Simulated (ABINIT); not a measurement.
An input for ABINIT 10.8.3 (WS2 (Tungstenite)):

```
acell 3*1.0 Angstrom
rprim 
  3.179999999980 0.000000000005 0.000000000000
  -1.589999999994 2.753960784015 0.000000000000
  0.000000000000 0.000000000000 12.500000000000
ntypat 2
znucl 74 16
natom 6
typat 1 1 2 2 2 2
xred 
  0.333333333333 0.666666666667 0.250000000000
  0.666666666667 0.333333333333 0.750000000000
  0.333333333333 0.666666666667 0.625000000000
  0.666666666667 0.333333333333 0.125000000000
  0.333333333333 0.666666666667 0.875000000000
  0.666666666667 0.333333333333 0.375000000000
pp_dirpath "pseudos"
pseudos "W.upf, S.upf"
ecut 31
ngkpt 3 3 1
nshiftk 1
shiftk 0 0 0
kptopt 1
chksymbreak 0
iscf -2
irdden 1
istwfk *1
nband 83
nbdbuf 6
tolwfr 1e-09
nstep 60
prtvol 0
indata_prefix "in"
outdata_prefix "out"
tmpdata_prefix "tmp"
```

The database entry behind the starting cell differs from later determinations by our own check (an axis about 1.4 % long against later determinations), so it need not match the best structure at ambient conditions.

```sh
OMP_NUM_THREADS=1 mpirun -n 4 abinit run.abi > log
```

**Question.** Estimate wall time and host memory on 4 MPI ranks of Arm Neoverse V1, shared host.

It took 20 s; on shared hardware allow 10 s to 40 s. Peak host memory was 0.31 GiB.

[Paths, hosts, dates, memory and timing lines, banners, echoed tables and standing remarks are left out of the program output.]

[Logs are printed without paths, hosts, clocks, repeated set-up lines and the standing remarks that a program may print on its own settings, such as how far it seeks lower states.]

[Runs of the session that timed out or met a known fault of the program may be left out.]

[Hosts, paths, dates, database ids (printed as entryN), source tags and the programs' standing remarks are cut or masked in the printed files.]

[G0W0 gaps are taken among the corrected bands and points alone; a level outside them can change the order at an edge.]

[Where Ansatz stands beside ABINIT at settings called matched, ABINIT's density can come from a denser mesh and the files from another edition; pairs whose starting gaps differed by over 0.03 eV were left out, so agreement reads better than it is.]
